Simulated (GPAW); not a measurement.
# Dielectric function and optical constants of Cu3Te

Aim: the dielectric function of Cu3Te, and the optical constants that follow from it.

Method: DFT, RPBE, plane-wave PAW (GPAW data sets), scalar-relativistic, RPA, optical limit, in GPAW 26.7.0.

This is a report of a sequence of runs, with most program output left out.

## 1. The structure

Symmetry: Pm-3m, No. 221, cubic system. The conventional cell has a = 3.947 Å, b = 3.947 Å, c = 3.947 Å, α = 90.00°, β = 90.00°, γ = 90.00°. Te has 12 Cu at 2.79 Å nearest. Cu has 8 Cu at 2.79 Å and 4 Te at 2.79 Å nearest. Farther neighbours and most contacts between anions are not listed.

## 2. Ground state

First the ground state: is it a metal or has it a gap?

This step: DFT, RPBE, plane-wave PAW (GPAW data sets), scalar-relativistic, ground state (GPAW 26.7.0).

File gs.py:

```python
from ase import Atoms
from ase.dft.bandgap import bandgap
from gpaw import GPAW, PW, FermiDirac

atoms = Atoms(['Te', 'Cu', 'Cu', 'Cu'],
              cell=[[3.946662000000, 0.000000000000, 0.000000000000],
                    [0.000000000000, 3.946662000000, 0.000000000000],
                    [0.000000000000, 0.000000000000, 3.946662000000]],
              scaled_positions=[[0.000000000000, 0.000000000000, 0.000000000000],
                                [0.500000000000, 0.500000000000, 0.000000000000],
                                [0.500000000000, 0.000000000000, 0.500000000000],
                                [0.000000000000, 0.500000000000, 0.500000000000]],
              pbc=[True, True, True])
atoms.calc = GPAW(mode=PW(400), xc='RPBE', kpts={'size': (6, 6, 6), 'gamma': True},
                  occupations=FermiDirac(0.05), maxiter=150, txt='gs.txt')
print('energy (eV)', atoms.get_potential_energy())
print('Fermi level (eV)', atoms.calc.get_fermi_level())
print('valence electrons', atoms.calc.get_number_of_electrons())
print('gap (eV)', bandgap(atoms.calc, output=None)[0])
print('direct gap (eV)', bandgap(atoms.calc, direct=True, output=None)[0])
atoms.calc.write('gs.gpw')
```

Launch:

```bash
OMP_NUM_THREADS=1 python gs.py
```

The job ended after 8.3 s (1 thread of Intel Xeon Platinum 8488C (Sapphire Rapids), shared host; peak memory 0.15 GiB).

This step gave:

* energy: -11.45 eV
* Fermi energy: 9.172 eV
* electrons: 39

There are states at the Fermi level within the smearing, so the occupations stay smeared and the carriers get a Drude term.

## 3. Bands for the response

The response needs many more empty bands than the density does.

This step: DFT, RPBE, plane-wave PAW (GPAW data sets), scalar-relativistic, bands at fixed density (GPAW 26.7.0).

File nscf.py:

```python
from ase.dft.bandgap import bandgap
from gpaw import GPAW, FermiDirac

calc = GPAW('gs.gpw').fixed_density(kpts={'size': (8, 8, 8), 'gamma': True}, nbands=57, convergence={'bands': 51},
                                    occupations=FermiDirac(0.05), txt='nscf.txt')
print('gap (eV)', bandgap(calc, output=None)[0])
print('direct gap (eV)', bandgap(calc, direct=True, output=None)[0])
print('top band over the Fermi level (eV)', min(calc.get_eigenvalues(kpt=k)[50] for k in range(len(calc.get_ibz_k_points()))) - calc.get_fermi_level())
calc.write('full.gpw', mode='all')
```

Launch:

```bash
OMP_NUM_THREADS=1 python nscf.py
```

It took 30 s on 1 thread; peak memory 0.19 GiB.

## 4. Dielectric function, RPA

Transitions between filled and empty bands, summed over the zone, give the optical response, so mesh, band count and broadening shape it.

The induced potential is part of this response.

This step: DFT, RPBE, plane-wave PAW (GPAW data sets), scalar-relativistic, RPA, optical limit (GPAW 26.7.0).

File df.py:

```python
from gpaw.response.df import DielectricFunction

df = DielectricFunction('full.gpw', frequencies={'type': 'nonlinear', 'domega0': 0.03, 'omega2': 8},
                        ecut=50,
                        eta=0.2,
                        nbands=51,
                        rate=0.2,
                        txt='df.txt')
for direction in ['x']:
    df.get_dielectric_function(xc='RPA', direction=direction, filename=f'df_{direction}.csv')
```

Launch:

```bash
OMP_NUM_THREADS=1 python df.py
```

Wall time 8.3 s (1 thread); peak memory 0.29 GiB.

Some rows of df_x.csv (energy; Re and Im without local fields; Re and Im with them):

```text
0.000000, 744.658545, 0.000000, 744.137899, 0.000000
0.460735, -51.787736, 89.005825, -52.316253, 88.954322
0.943989, 0.348574, 21.093849, -0.275243, 20.940347
1.451455, 14.045439, 30.065134, 13.598501, 29.489876
1.984998, -3.233815, 26.633022, -3.528556, 26.528365
2.546682, -1.378514, 17.198293, -1.651789, 16.633678
3.138794, -3.213781, 15.222767, -3.072794, 14.670818
3.763875, -2.255574, 9.977715, -2.218116, 9.701862
4.424758, -3.587638, 8.896002, -3.443042, 8.719782
5.124608, -1.841007, 7.063671, -1.857714, 6.891213
5.866977, -2.419907, 6.198817, -2.418983, 6.013042
6.655862, -2.365747, 6.003087, -2.140053, 5.713799
7.495775, -2.479912, 3.843319, -2.372038, 3.695475
8.391833, -2.593464, 3.285670, -2.312001, 3.315679
9.349861, -2.101683, 2.245611, -1.975962, 2.273187
10.376517, -1.639897, 1.443903, -1.595409, 1.485896
11.479449, -1.017944, 1.319855, -0.919497, 1.291121
12.667487, -0.956899, 0.817321, -0.914160, 0.848740
13.950874, -0.309553, 0.635519, -0.294346, 0.630371
```

Sum at mesh points, not converged in k. The Im ε, E ∥ x by photon energy; read off at these points:

photon energy (eV), Im ε, E ∥ x and a bar:
```
      1.0       20.0 ###################
      1.5       31.4 ##############################
      2.0       25.9 #########################
      2.5       16.9 ################
      3.0       15.2 ##############
      3.5       11.3 ##########
      4.0       10.2 #########
      4.5        8.1 #######
      5.0        6.9 ######
      5.5        6.9 ######
      6.0        5.7 #####
      6.5        5.7 #####
      7.0        4.9 ####
      7.5        3.7 ###
      8.0        3.8 ###
      8.5        3.2 ##
      9.0        2.6 ##
      9.5        2.2 ##
     10.0        1.8 #
     10.5        1.4 #
     11.0        1.3 #
     11.5        1.3 #
     12.0        1.3 #
     12.5        0.9 
     13.0        0.7 
     13.5        0.6 
     14.0        0.6 
     14.5        0.7
```

Values under 1 per cm are given as 1; sum at mesh points, not converged in k. The absorption coefficient, E ∥ x by photon energy:

photon energy (eV), log10 absorption coefficient, E ∥ x (1/cm) and a bar from the least value:
```
    1.010        5.5 
    1.486        5.7 #########
    1.985        5.9 ##################
    2.508        5.9 ##################
    3.018        6.0 #####################
    3.510        6.0 ######################
    3.980        6.0 ######################
    4.516        6.1 #########################
    4.981        6.0 ########################
    5.515        6.1 #########################
    6.021        6.1 ##########################
    6.494        6.1 ###########################
    6.985        6.2 #############################
    7.496        6.1 ############################
    8.026        6.2 #############################
    8.516        6.2 ##############################
    9.023        6.2 ##############################
    9.483        6.2 ##############################
   10.026        6.2 ##############################
   10.519        6.2 #############################
   11.029        6.1 ###########################
   11.479        6.1 ###########################
   12.023        6.2 #############################
   12.504        6.1 ############################
   13.000        6.1 ##########################
   13.512        6.0 #######################
   14.040        6.0 ######################
   14.493        6.0 #####################
```

Sum at mesh points, not converged in k. Table of Im ε, E ∥ x by photon energy; read off at these points:

| photon energy (eV) | without local fields | with local fields |
| --- | --- | --- |
| 1.0 | 20.1 | 20.0 |
| 1.5 | 32.0 | 31.4 |
| 2.0 | 26.0 | 25.9 |
| 2.5 | 17.4 | 16.9 |
| 3.0 | 15.8 | 15.2 |
| 3.5 | 11.6 | 11.3 |
| 4.0 | 10.5 | 10.2 |
| 4.5 | 8.28 | 8.15 |
| 5.0 | 7.09 | 6.92 |
| 5.5 | 7.13 | 6.91 |
| 6.0 | 5.92 | 5.69 |
| 6.5 | 5.98 | 5.65 |
| 7.0 | 5.07 | 4.94 |
| 7.5 | 3.84 | 3.69 |
| 8.0 | 3.99 | 3.78 |
| 8.5 | 3.11 | 3.16 |
| 9.0 | 2.60 | 2.59 |
| 9.5 | 2.16 | 2.18 |
| 10.0 | 1.77 | 1.82 |
| 10.5 | 1.38 | 1.40 |
| 11.0 | 1.29 | 1.27 |
| 11.5 | 1.32 | 1.30 |
| 12.0 | 1.22 | 1.27 |
| 12.5 | 0.908 | 0.943 |
| 13.0 | 0.637 | 0.677 |
| 13.5 | 0.604 | 0.620 |
| 14.0 | 0.636 | 0.631 |
| 14.5 | 0.685 | 0.676 |

Sum at mesh points, not converged in k. Table of loss function −Im 1/ε at q → 0, E ∥ x by energy loss; read off at these points:

| energy loss (eV) | loss function −Im 1/ε at q → 0, E ∥ x |
| --- | --- |
| 1.0 | 0.0487 |
| 1.5 | 0.0279 |
| 2.0 | 0.0378 |
| 2.5 | 0.0588 |
| 3.0 | 0.0645 |
| 3.5 | 0.0800 |
| 4.0 | 0.0938 |
| 4.5 | 0.104 |
| 5.0 | 0.134 |
| 5.5 | 0.135 |
| 6.0 | 0.153 |
| 6.5 | 0.158 |
| 7.0 | 0.151 |
| 7.5 | 0.192 |
| 8.0 | 0.197 |
| 8.5 | 0.203 |
| 9.0 | 0.233 |
| 9.5 | 0.260 |
| 10.0 | 0.277 |
| 10.5 | 0.334 |
| 11.0 | 0.444 |
| 11.5 | 0.515 |
| 12.0 | 0.469 |
| 12.5 | 0.520 |
| 13.0 | 0.683 |
| 13.5 | 1.06 |
| 14.0 | 1.33 |
| 14.5 | 1.41 |

Sum at mesh points, not converged in k. The reflectivity at normal incidence, E ∥ x by photon energy; read off at these points:

| photon energy (eV) | reflectivity at normal incidence, E ∥ x (%) |
| --- | --- |
| 1.00 | 51.2 |
| 1.50 | 56.8 |
| 2.00 | 60.5 |
| 2.50 | 52.9 |
| 3.00 | 52.3 |
| 3.50 | 52.2 |
| 4.00 | 47.4 |
| 4.50 | 50.1 |
| 5.00 | 43.2 |
| 5.50 | 43.1 |
| 6.00 | 43.4 |
| 6.50 | 42.2 |
| 7.00 | 47.6 |
| 7.15 | 48.1 |
| 7.50 | 45.6 |
| 8.00 | 44.2 |
| 8.50 | 47.0 |
| 9.00 | 46.8 |
| 9.50 | 46.9 |
| 10.00 | 48.6 |
| 10.24 | 49.4 |
| 10.50 | 48.6 |
| 11.00 | 43.1 |
| 11.50 | 38.1 |
| 12.00 | 41.4 |
| 12.50 | 45.5 |
| 12.83 | 47.6 |
| 13.00 | 46.5 |
| 13.50 | 37.9 |
| 14.00 | 30.1 |
| 14.50 | 23.9 |

From ε follow the optical constants at some laser and lamp lines:

| wavelength (nm) | n | k | R (%) | 1/α |
| --- | --- | --- | --- | --- |
| 1550 | 3.04 | 4.418 | 66.0 | 28 nm |
| 1064 | 4.18 | 2.583 | 50.1 | 33 nm |
| 800 | 4.61 | 3.507 | 57.9 | 18 nm |
| 450 | 2.71 | 2.970 | 52.0 | 12 nm |
| 365 | 2.11 | 2.866 | 52.8 | 10 nm |
| 308 | 2.03 | 2.515 | 47.6 | 9.7 nm |
| 248 | 1.62 | 2.134 | 43.2 | 9.2 nm |

In reflection the computed colour is light grey: x = 0.325, y = 0.337, luminous reflectivity 57 %.

## 5. What came out

At this level (RPBE, RPA) Cu3Te is a metal. The mesh is too coarse to trust the carriers' weight, the reflectivity or the colour to better than tens of per cent. In reflection the computed colour is light grey: x = 0.325, y = 0.337, luminous reflectivity 57 %. The carriers' damping of 0.2 eV is typed, not computed; it shapes the response at the lowest energies. Spin-orbit coupling is left out although heavy atoms are present. In this version of GPAW the matrix elements of the optical limit are incomplete, which can lower ε − 1 by up to a tenth where first-row anions or d states rule, and shift it by more in d metals. GPAW's carrier term has the form −ωp²/(ω + i·rate)², which damps like twice the rate and fails at low energy, so the curves leave the lowest energies out. The sum runs over mesh points 0.20 Å⁻¹ apart with no interpolation, so peaks are partly noise of the mesh, and the Drude plasma energy, a sum over the Fermi surface, isn't converged.

[Machine, clock and banner lines and Python warnings are left out of the logs.]

[Logs are printed without paths, hosts, clocks, repeated set-up lines and the standing remarks that a program may print on its own settings, such as how far it seeks lower states.]

[Hosts, paths, dates, database ids (printed as entryN), source tags and the programs' standing remarks are cut or masked in the printed files.]
